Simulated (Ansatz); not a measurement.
**Phonons of AlOs (Pm-3m) against volume**

Wanted: mode Grüneisen parameters of AlOs (Pm-3m).

Method: DFT PBEsol, scalar-relativistic, plane waves, PAW; PAW set soft_1, in Ansatz 0.2.0.

### Step 1. Set-up

It takes space group Pm-3m (No. 221, cubic). Conventional cell: a = 2.993 Å, b = 2.993 Å, c = 2.993 Å, α = 90.00°, β = 90.00°, γ = 90.00°. Nearest to Al lie 8 Os at 2.59 Å. Nearest to Os lie 8 Al at 2.59 Å. Farther neighbours, and contacts between anions beyond the nearest, are not listed.

### Step 2. Phonons on a q mesh

Stability and thermal properties need the whole zone. Linear response on a 4×4×4 q mesh gives force constants as far as a supercell of that size would.

Input file input.yaml:

```yaml
crystal:
  lattice:
    - [2.9926248293, 0.0, 0.0]
    - [0.0, 2.9926248293, 0.0]
    - [0.0, 0.0, 2.9926248293]
  atoms:
    - { symbol: Al, position: [0.0, 0.0, 0.0] }
    - { symbol: Os, position: [0.5, 0.5, 0.5] }
kpoints:
  mp_grid: { grid: [16, 16, 16] }
hamiltonian:
  xc: pbesol
  pseudopotentials: { kind: paw, azcp: { folder: soft_1 }, xc_functional: pbe }
scf:
  occupations: { method: methfessel_paxton, width: 0.2 }
output:
  eigenvalues: true
phonons:
  method: dfpt
  qmesh: [4, 4, 4]
  temperatures: { t_max: 1000, t_step: 50 }
  qpath:
    path:
      - [[0.0, 0.0, 0.0], [0.0, 0.5, 0.0], [0.5, 0.5, 0.0], [0.0, 0.0, 0.0], [0.5, 0.5, 0.5], [0.0, 0.5, 0.0]]
      - [[0.5, 0.5, 0.5], [0.5, 0.5, 0.0]]
    npoints: 10
```

Command:

```bash
$ ansatz run input.yaml --threads 4 --pin off --max-ram 10240MiB --backend cpu --events-out ev --progress --plain --runs-dir out
```

Output:

```text
Engine: ansatz 0.2.0, aarch64-unknown-linux-gnu
Pseudopotentials: kind: paw
Pseudopotential: Al, paw, valence charge 3, recommended cutoff 420 eV (normal), soft_1/Al.paw.azcp
Pseudopotential: Os, paw, valence charge 16, recommended cutoff 420 eV (normal), soft_1/Os.paw.azcp
Functional definition: PBEsol
  exchange = pbesol_x
  correlation = pbesol_c
Crystal: 2 atoms, lattice volume = 26.801 Å³
Basis set: ecut = 420 eV, 515 PW (Γ), exchange–correlation on 48×48×48 points (8 copies of the dense FFT grid, shifted against one another)
Bands: 14, of which v1, the nominal top of the filled ones, is band 10 counted from 1 (9 counted from 0)
Symmetry: 48 space group operations
k-points: 165 of 4096
Non-local potential: Al, projectors of the file, l = 0: 2, l = 1: 2, l = 2: 1
Non-local potential: Os, projectors of the file, l = 0: 3, l = 1: 2, l = 2: 2, l = 3: 1
PAW form: soft (Blöchl's): semilocal exchange-correlation on the pseudo side does not see the compensation charge
PAW frozen core: Al, regenerated for the run's functional, and the local potential with it (the file was generated under x = pbe(κ = 0.804, μ = 0.219515), c = pbe(β = 0.066725))
PAW frozen core: Os, regenerated for the run's functional, and the local potential with it (the file was generated under x = pbe(κ = 0.804, μ = 0.219515), c = pbe(β = 0.066725))
PAW one-centre angular grid: Al, 110 points (default); XC on 64 Gauss nodes
PAW one-centre angular grid: Os, 590 points (default); XC on 64 Gauss nodes
Initial density: superposition of atomic densities (chi_scale 0.1, normalization cell, long waves kept (reshape's long-wave potential 0.00 eV rms))
Initial wavefunctions: pseudopotential atomic-orbital guess
Functional: x = pbesol(κ = 0.804, μ = 0.123457), c = pbesol(β = 0.046)
SCF iter   1: F=—  HF=-11777.777975 eV  |F-HF|=—  |Δ(HF+E_count)|=         —  Δρ=4.86e-2  dr2=4.63e-1  ethr=3.10e-3  ⟨swp⟩=4.4  Hψ=10748  notcnv=0
preconditioner: auto → none  [metal: Δε(μ)=0.012 eV  Ē_g=9.426 eV  σ=0.200 eV  W_gap=0.05  n_scr=6 (ndim 8)  ℏωp=23.8 eV  f_vac=0.000  D(μ)=1.33/eV (n_scr^D=18)  sad-step TF]
SCF iter   2: F=—  HF=-11777.653051 eV  |F-HF|=—  |Δ(HF+E_count)|=   1.25e-1  S|Δr|=    0.00e0  Δρ=2.85e-2  dr2=1.57e-1  ethr=2.44e-3  ⟨swp⟩=1.6  Hψ=3759  notcnv=0  defer=2
SCF iter   3: F=—  HF=-11777.581067 eV  |F-HF|=—  |Δ(HF+E_count)|=   7.20e-2  S|Δr|=    0.00e0  Δρ=1.80e-3  dr2=6.44e-4  ethr=8.27e-4  ⟨swp⟩=2.5  Hψ=3402  notcnv=0  defer=2
SCF iter   4: F=—  HF=-11777.580785 eV  |F-HF|=—  |Δ(HF+E_count)|=   2.82e-4  S|Δr|=    0.00e0  Δρ=2.80e-4  dr2=1.16e-5  ethr=3.39e-6  ⟨swp⟩=2.1  Hψ=3042  notcnv=0  defer=2
SCF iter   5: F=—  HF=-11777.580781 eV  |F-HF|=—  |Δ(HF+E_count)|=   4.04e-6  S|Δr|=    0.00e0  Δρ=2.77e-5  dr2=1.47e-7  ethr=6.08e-8  ⟨swp⟩=2.2  Hψ=2965  notcnv=0  defer=2
SCF iter   6: F=—  HF=-11777.580786 eV  |F-HF|=—  |Δ(HF+E_count)|=   4.45e-6  S|Δr|=    0.00e0  Δρ=3.44e-6  dr2=3.50e-9  ethr=7.76e-10  ⟨swp⟩=2.0  Hψ=3715  notcnv=0  defer=2
SCF iter   7: F=—  HF=-11777.580786 eV  |F-HF|=—  |Δ(HF+E_count)|=  8.02e-10  S|Δr|=    0.00e0  Δρ=4.29e-7  dr2=4.82e-11  ethr=1.84e-11  ⟨swp⟩=2.3  Hψ=3211  notcnv=0  defer=2
SCF iter   8: F=-11777.580786 eV  HF=-11777.580786 eV  |F-HF|=0.00e0  |Δ(HF+E_count)|=  1.09e-11  S|Δr|=    0.00e0  Δρ=2.80e-8  dr2=1.15e-13  ethr=1.00e-12  ⟨swp⟩=5.4  Hψ=8830  notcnv=0
SCF 1 converged in 8 iterations: F = -11777.580786 eV  dr2 = 1.15e-13
  greatest PAW one-centre occupation: 1.000 electrons in one spin orbital (limit 2), on the Os atom at site 1 (counted from 0), in its partial waves of l = 0
phonons: the bands overlap, so this run is a metal and interpolates without the dipole-dipole term. If the crystal is really an insulator or semiconductor, its LO-TO splitting is missing
NSCF: frozen V_eff on 165 k-points
NSCF: frozen V_eff on 405 k-points
DFPT response loops at q = (0, 0, 0) (fractional): preconditioner auto → Kerker (q_TF=auto, 2.576 Å⁻¹) (partly filled bands, converged f_vac=0.000); β = 1.00, the filter's whole step (`scf.mixing.beta` (0.50) is not read by the response loops under this deck's `scf.mixing.preconditioner`; to damp them name `kerker` or `kerker_dos`, under which they read `scf.mixing.beta`, and type it under 1.00, their step now; both keys bind the ground state too); Broyden in place of MSR1
NSCF: frozen V_eff on 2592 k-points
DFPT response loops at q = (0, 0, 0.25) (fractional): mixed as the last ones told, above
NSCF: frozen V_eff on 1458 k-points
DFPT response loops at q = (0, 0, -0.5) (fractional): mixed as the last ones told, above
NSCF: frozen V_eff on 4608 k-points
DFPT response loops at q = (0, 0.25, 0.25) (fractional): mixed as the last ones told, above
NSCF: frozen V_eff on 2592 k-points
DFPT response loops at q = (0, 0.25, -0.5) (fractional): mixed as the last ones told, above
NSCF: frozen V_eff on 1458 k-points
DFPT response loops at q = (0, -0.5, -0.5) (fractional): mixed as the last ones told, above
NSCF: frozen V_eff on 4352 k-points
DFPT response loops at q = (0.25, 0.25, 0.25) (fractional): mixed as the last ones told, above
NSCF: frozen V_eff on 4608 k-points
DFPT response loops at q = (0.25, 0.25, -0.5) (fractional): mixed as the last ones told, above
NSCF: frozen V_eff on 2592 k-points
DFPT response loops at q = (0.25, -0.5, -0.5) (fractional): mixed as the last ones told, above
NSCF: frozen V_eff on 810 k-points
DFPT response loops at q = (-0.5, -0.5, -0.5) (fractional): mixed as the last ones told, above
SCF converged after 8 iterations
Stability not checked: this state was not tested for a lower state beside it, because cold or Methfessel-Paxton smearing, or corrected tetrahedra, fill the levels in a way that the test cannot read (fill_not_monotonic; see scf.lower_state_search)
Free energy (F): -11777.580786 eV
Harris-Foulkes:  -11777.580786 eV  (|F-HF|=0.00e0)
Internal energy: -11777.581583 eV  (E = F + TS)
E sigma→0 (E₀):  -11777.580985 eV
Entropy (-TS):   0.000797 eV (0.398 meV/atom)
Fermi energy:    17.567579 eV
--- Per-component energies (eV) ---
  E_band       = -141.772184
  E_kinetic    = 520.560519
  E_local      = -1402.974781  (includes V_loc(G=0)·N_el)
  E_nonlocal   = 211.167480
  E_hartree    = 532.146559
  E_xc         = -271.880453
  E_vxc        = -277.763286  (∫ρ·V_xc dr)
  E_paw        = -9372.727868  (= ΣΔE_a)
  E_vpaw       = -257.055716  (= ΣTr[D̂ρ^β])
  E_aug_tail   = 0.000469  (compensation charges beyond the density's cutoff)
  E_ewald      = -1994.140645
  E_core_change = 0.267137  (= ΣΔE_core)
  E_smearing   = 0.000797  (= −TS)
  E_closure    = 0.000000  (closes the sum)
  Σ components = -11777.580786   (vs F -11777.580786, Δ=0.00e0)
--- Band table (eV; the first three rows and the last of 165) ---
  k-point 0: bands = [... 6 lower, 13.3398, 17.9907, 17.9907, 17.9907, 23.1456, 23.1456, 23.1456, 29.0769]
  k-point 1: bands = [... 6 lower, 13.3727, 17.8559, 17.8559, 18.0032, 22.7886, 23.3331, 23.3331, 28.8081]
  k-point 2: bands = [... 6 lower, 13.4553, 17.5120, 17.5120, 18.0391, 21.9748, 23.8347, 23.8347, 28.1293]
  k-point 164: bands = [... 6 lower, 12.2922, 19.7715, 19.8990, 19.8990, 21.0755, 21.0755, 21.0755, 26.2415]
--- Phonons (Γ-DFPT): 2 representative perturbations + reference (Σ response iterations 5) ---
  ASR residual: 2.620e-5 → 0.000e0 eV/Å²; symmetrization residual: 5.092e-6 eV/Å²
  ASR residual per site (eV/Å²): 1.22e-5 2.62e-5
  Γ frequencies (cm⁻¹): 0.00 0.00 0.00 327.61 327.61 327.61
--- Phonons (arbitrary-q DFPT): 10 irreducible q on the 4×4×4 mesh ---
  q = [0.0000, 0.0000, 0.0000] (star 1, of the zone-centre solve; hermiticity 1.09e-6, symmetrization 1.33e-13): 0.00 0.00 0.00 327.61 327.61 327.61
  q = [0.0000, 0.0000, 0.2500] (star 6, 4 solved perturbations in 4032 linear systems a pass and spin channel, the states on 1296 of 4096 k-point pairs; hermiticity 5.99e-7, symmetrization 1.62e-13): 89.88 89.88 117.12 321.45 321.45 336.52
  q = [0.0000, 0.0000, -0.5000] (star 3, 4 solved perturbations in 2268 linear systems a pass and spin channel, the states on 729 of 4096 k-point pairs; hermiticity 3.05e-14, symmetrization 6.29e-15): 134.99 134.99 162.87 314.25 314.25 366.21
  q = [0.0000, 0.2500, 0.2500] (star 12, 4 solved perturbations in 7056 linear systems a pass and spin channel, the states on 2304 of 4096 k-point pairs; hermiticity 3.31e-7, symmetrization 1.05e-14): 63.83 117.64 137.69 316.61 338.69 340.38
  q = [0.0000, 0.2500, -0.5000] (star 12, 6 solved perturbations on 1296 of 4096 k-point pairs; hermiticity 8.68e-8, symmetrization 3.45e-15): 98.22 123.49 149.14 309.52 340.46 366.31
  q = [0.0000, -0.5000, -0.5000] (star 3, 4 solved perturbations in 2268 linear systems a pass and spin channel, the states on 729 of 4096 k-point pairs; hermiticity 2.71e-7, symmetrization 1.73e-13): 66.13 66.13 167.88 301.58 362.32 362.32
  q = [0.2500, 0.2500, 0.2500] (star 8, 2 solved perturbations on 2176 of 4096 k-point pairs; hermiticity 2.22e-7, symmetrization 1.89e-13): 104.63 104.63 138.41 337.76 337.76 338.07
  q = [0.2500, 0.2500, -0.5000] (star 12, 4 solved perturbations in 7056 linear systems a pass and spin channel, the states on 2304 of 4096 k-point pairs; hermiticity 1.27e-7, symmetrization 1.88e-14): 115.86 116.91 133.92 333.86 337.10 362.88
  q = [0.2500, -0.5000, -0.5000] (star 6, 4 solved perturbations in 4032 linear systems a pass and spin channel, the states on 1296 of 4096 k-point pairs; hermiticity 4.22e-7, symmetrization 1.23e-13): 108.63 108.63 149.89 331.86 362.04 362.04
  q = [-0.5000, -0.5000, -0.5000] (star 1, 2 solved perturbations on 405 of 4096 k-point pairs; hermiticity 1.02e-13, symmetrization 3.02e-13): 128.26 128.26 128.26 356.92 356.92 356.92
  sum rule: each row above includes the acoustic sum rule's correction from the zone centre's row sums; it moved no ω² by more than (0.35 cm⁻¹)²
  mesh force constants: q→R imaginary residual 3.18e-18; ASR residual 2.620e-5 → 0.000e0 eV/Å²; symmetrization residual 7.105e-15 eV/Å²
  interpolated dispersion: 62 rows × 6 modes
  density of states and harmonic sums: on the 24×24×24 q-mesh, interpolated from the force constants of a 4×4×4 supercell (no non-analytic term)
  largest difference from the sums on the solved wave vectors: F 1.21e-2 eV, S 1.62e-5 and C_V 4.02e-6 eV/K
  zero-point energy: 0.084372 eV/cell   skipped modes (ω ≤ 0): 3   left out of the sums: 3.62e-5 of the cell's modes: C_V's classical limit lies that fraction below 3 k_B per atom; for a crystal, a wire or a layer, F and S can be off by more, and a phonons.interpolated_qmesh denser along its periods is the remedy for the sampling
```

The job ended after 5.8 min (4 threads of Arm Neoverse V1, shared host; peak memory 2.1 GiB; 22 min of CPU time).

Reading the cycles: dr2 is the Hartree energy of the density residual (eV), the measure of convergence; HF is the Harris–Foulkes estimate of the energy, which meets the free energy F at convergence.

This step gave:

```
volume per atom                                            : 13.40 Å³
gap on the k-mesh                                          : 0 eV
sum-rule residual before enforcement                       : 2.62e-5 eV/Å²
lowest frequency on the path                               : 0 cm⁻¹
point group                                                : m-3m
highest frequency on path, mesh or solved points           : 366.9 cm⁻¹
mean frequency                                             : 226.8 cm⁻¹
Debye temperature (second moment)                          : 471 K
logarithmic mean frequency                                 : 194.2 cm⁻¹
highest optical mode at the zone centre (no LO-TO term)    : 327.6 cm⁻¹
lowest optical zone-centre mode                            : 327.6 cm⁻¹
lowest mode on the q mesh (acoustic modes at Γ apart)      : 63.83 cm⁻¹
zero-point energy per atom                                 : 42.19 meV
heat capacity at 300 K                                     : 22.2 J/(mol atoms K)
vibrational entropy at 300 K                               : 28.17 J/(mol atoms K)
edges of the widest gap between branches, on path and mesh : 167.9, 301.6 cm⁻¹
```

Frequencies (cm⁻¹) solved at each irreducible wavevector; negative means imaginary. Frequencies by wavevector, by row:

| q in reciprocal lattice units | star | mode 1 | mode 2 | mode 3 | mode 4 | mode 5 | mode 6 |
| --- | --- | --- | --- | --- | --- | --- | --- |
| 0 0 0 | 1 | 0 | 0 | 0 | 327.6 | 327.6 | 327.6 |
| 0 0 0.25 | 6 | 89.9 | 89.9 | 117.1 | 321.4 | 321.4 | 336.5 |
| 0 0 -0.5 | 3 | 135 | 135 | 162.9 | 314.2 | 314.2 | 366.2 |
| 0 0.25 0.25 | 12 | 63.8 | 117.6 | 137.7 | 316.6 | 338.7 | 340.4 |
| 0 0.25 -0.5 | 12 | 98.2 | 123.5 | 149.1 | 309.5 | 340.5 | 366.3 |
| 0 -0.5 -0.5 | 3 | 66.1 | 66.1 | 167.9 | 301.6 | 362.3 | 362.3 |
| 0.25 0.25 0.25 | 8 | 104.6 | 104.6 | 138.4 | 337.8 | 337.8 | 338.1 |
| 0.25 0.25 -0.5 | 12 | 115.9 | 116.9 | 133.9 | 333.9 | 337.1 | 362.9 |
| 0.25 -0.5 -0.5 | 6 | 108.6 | 108.6 | 149.9 | 331.9 | 362 | 362 |
| -0.5 -0.5 -0.5 | 1 | 128.3 | 128.3 | 128.3 | 356.9 | 356.9 | 356.9 |

Symmetry leaves 10 wavevectors to solve. The lowest mode among them, the acoustic zeros apart, lies at q = (0, 0.25, 0.25) and is real, 63.8 cm⁻¹.

### Step 3. Relaxing at another volume, volume ratio 0.97

The volume is scaled by 0.97 and held; symmetry leaves nothing to relax, so this is a single point. The modes can then be followed against volume.

input.yaml, the sections that differ from step 2:

```yaml
crystal:
  lattice:
    - [2.9623942288, 0.0, 0.0]
    - [0.0, 2.9623942288, 0.0]
    - [0.0, 0.0, 2.9623942288]
  atoms:
    - { symbol: Al, position: [0.0, 0.0, 0.0] }
    - { symbol: Os, position: [0.5, 0.5, 0.5] }
output:
  forces: true
  stress: true
  eigenvalues: true
# kpoints, hamiltonian, scf: as in step 2
# phonons: removed
```

Output:

```text
[...]
Crystal: 2 atoms, lattice volume = 25.997 Å³
Basis set: ecut = 420 eV, 485 PW (Γ), exchange–correlation on 40×40×40 points (8 copies of the dense FFT grid, shifted against one another)
Bands: 14, of which v1, the nominal top of the filled ones, is band 10 counted from 1 (9 counted from 0)
Symmetry: 48 space group operations
[...]
k-points: 165 of 4096
[...]
--- Band table (eV; the first three rows and the last of 165) ---
  k-point 0: bands = [... 6 lower, 13.7971, 18.6647, 18.6647, 18.6647, 23.9296, 23.9296, 23.9296, 29.9058]
  k-point 1: bands = [... 6 lower, 13.8329, 18.5234, 18.5234, 18.6779, 23.5725, 24.1231, 24.1231, 29.6183]
  k-point 2: bands = [... 6 lower, 13.9213, 18.1636, 18.1636, 18.7157, 22.7562, 24.6386, 24.6386, 28.8985]
  k-point 164: bands = [... 6 lower, 12.7462, 20.5842, 20.6702, 20.6702, 21.7936, 21.7936, 21.7936, 27.2983]
[key lines of the parts left out:]
SCF converged after 6 iterations
Free energy (F): -11777.560852 eV
Fermi energy:    18.218998 eV
P = ⅓ Tr σ = 8.1720 GPa (81.720 kbar)
```

Wall time 1.4 s (4 threads); peak memory 0.34 GiB; 3.9 s of CPU time.

This step gave:

```
pressure        : 8.172 GPa
volume per atom : 13.00 Å³
```

The run ends at a pressure of 8.17 GPa.

### Step 4. Phonons at the other volume, volume ratio 0.97

The phonons are repeated at this volume on the same meshes, so that differences come from the volume alone.

Changes to input.yaml since step 3:

```diff
@@ -16,4 +16,11 @@
 output:
-  forces: true
-  stress: true
   eigenvalues: true
+phonons:
+  method: dfpt
+  qmesh: [4, 4, 4]
+  temperatures: { t_max: 1000, t_step: 50 }
+  qpath:
+    path:
+      - [[0.0, 0.0, 0.0], [0.0, 0.5, 0.0], [0.5, 0.5, 0.0], [0.0, 0.0, 0.0], [0.5, 0.5, 0.5], [0.0, 0.5, 0.0]]
+      - [[0.5, 0.5, 0.5], [0.5, 0.5, 0.0]]
+    npoints: 10
```

Output:

```text
[...]
Crystal: 2 atoms, lattice volume = 25.997 Å³
Basis set: ecut = 420 eV, 485 PW (Γ), exchange–correlation on 40×40×40 points (8 copies of the dense FFT grid, shifted against one another)
Bands: 14, of which v1, the nominal top of the filled ones, is band 10 counted from 1 (9 counted from 0)
Symmetry: 48 space group operations
k-points: 165 of 4096
[...]
SCF iter   1: F=—  HF=-11777.765073 eV  |F-HF|=—  |Δ(HF+E_count)|=         —  Δρ=4.97e-2  dr2=4.61e-1  ethr=3.10e-3  ⟨swp⟩=4.5  Hψ=10857  notcnv=0
[...]
SCF iter   8: F=-11777.560852 eV  HF=-11777.560852 eV  |F-HF|=0.00e0  |Δ(HF+E_count)|=  4.55e-11  S|Δr|=    0.00e0  Δρ=8.38e-8  dr2=1.56e-12  ethr=1.00e-12  ⟨swp⟩=5.5  Hψ=8960  notcnv=0
SCF 1 converged in 8 iterations: F = -11777.560852 eV  dr2 = 1.56e-12
[...]
NSCF: frozen V_eff on 165 k-points
[...]
SCF converged after 8 iterations
[...]
Free energy (F): -11777.560852 eV
[...]
Internal energy: -11777.561818 eV  (E = F + TS)
E sigma→0 (E₀):  -11777.561094 eV
Entropy (-TS):   0.000966 eV (0.483 meV/atom)
Fermi energy:    18.218965 eV
[...]
--- Band table (eV; the first three rows and the last of 165) ---
  k-point 0: bands = [... 6 lower, 13.7971, 18.6646, 18.6646, 18.6646, 23.9296, 23.9296, 23.9296, 29.9058]
  k-point 1: bands = [... 6 lower, 13.8329, 18.5233, 18.5233, 18.6778, 23.5725, 24.1231, 24.1231, 29.6183]
  k-point 2: bands = [... 6 lower, 13.9213, 18.1636, 18.1636, 18.7157, 22.7562, 24.6386, 24.6386, 28.8985]
  k-point 164: bands = [... 6 lower, 12.7462, 20.5842, 20.6702, 20.6702, 21.7936, 21.7936, 21.7936, 27.2982]
[...]
ASR residual: 1.049e-4 → 0.000e0 eV/Å²; symmetrization residual: 5.221e-6 eV/Å²
  ASR residual per site (eV/Å²): 5.53e-7 1.05e-4
  Γ frequencies (cm⁻¹): 0.00 0.00 0.00 347.70 347.70 347.70
--- Phonons (arbitrary-q DFPT): 10 irreducible q on the 4×4×4 mesh ---
[...]
interpolated dispersion: 62 rows × 6 modes
[...]
```

The job ended after 4.5 min (4 threads; peak memory 2.1 GiB; 17 min of CPU time).

Read from the output:

| Item | Value |
| --- | --- |
| sum-rule residual before enforcement | 1.05e-4 eV/Å² |
| highest frequency on path, mesh or solved points | 387.5 cm⁻¹ |
| mean frequency | 240.4 cm⁻¹ |
| Debye temperature (second moment) | 499 K |
| logarithmic mean frequency | 206.1 cm⁻¹ |
| highest optical mode at the zone centre (no LO-TO term) | 347.7 cm⁻¹ |
| lowest optical zone-centre mode | 347.7 cm⁻¹ |
| lowest mode on the q mesh (acoustic modes at Γ apart) | 68.6 cm⁻¹ |
| zero-point energy per atom | 44.7 meV |
| heat capacity at 300 K | 21.91 J/(mol atoms K) |
| vibrational entropy at 300 K | 26.85 J/(mol atoms K) |
| edges of the widest gap between branches, on path and mesh | 175.2, 320.7 cm⁻¹ |

Frequencies (cm⁻¹) solved at each irreducible wavevector; negative means imaginary. Frequencies by wavevector, by row:

| q in reciprocal lattice units | star | mode 1 | mode 2 | mode 3 | mode 4 | mode 5 | mode 6 |
| --- | --- | --- | --- | --- | --- | --- | --- |
| 0 0 0 | 1 | 0 | 0 | 0 | 347.7 | 347.7 | 347.7 |
| 0 0 0.25 | 6 | 94.4 | 94.4 | 125.3 | 340.4 | 340.4 | 356.7 |
| 0 0 -0.5 | 3 | 142.3 | 142.3 | 174 | 331.7 | 331.7 | 386.2 |
| 0 0.25 0.25 | 12 | 68.6 | 123.5 | 147.1 | 335.3 | 357.2 | 361.6 |
| 0 0.25 -0.5 | 12 | 104.7 | 131.8 | 156.5 | 327.8 | 360.7 | 387.3 |
| 0 -0.5 -0.5 | 3 | 72.7 | 72.7 | 175.2 | 320.7 | 384.5 | 384.5 |
| 0.25 0.25 0.25 | 8 | 111.9 | 111.9 | 146.3 | 357.6 | 357.6 | 357.7 |
| 0.25 0.25 -0.5 | 12 | 122.6 | 124.4 | 143.7 | 352 | 358 | 383.7 |
| 0.25 -0.5 -0.5 | 6 | 117.6 | 117.6 | 159.1 | 350.6 | 382.6 | 382.6 |
| -0.5 -0.5 -0.5 | 1 | 139.3 | 139.3 | 139.3 | 375.3 | 375.3 | 375.3 |

The highest optical mode at the zone centre (no LO-TO term) is 347.7 cm⁻¹, +20.1 cm⁻¹ against the base run.

(Continued in part 2 of 2.)

[Long decimals in the printed logs are rounded to 6 places.]

[Logs are printed without paths, hosts, clocks, repeated set-up lines and the standing remarks that a program may print on its own settings, such as how far it seeks lower states.]

[Hosts, paths, dates, database ids (printed as entryN), source tags and the programs' standing remarks are cut or masked in the printed files.]

[Where the starting crystal was built by hand or by swapping elements, it need not be the compound's stable phase.]
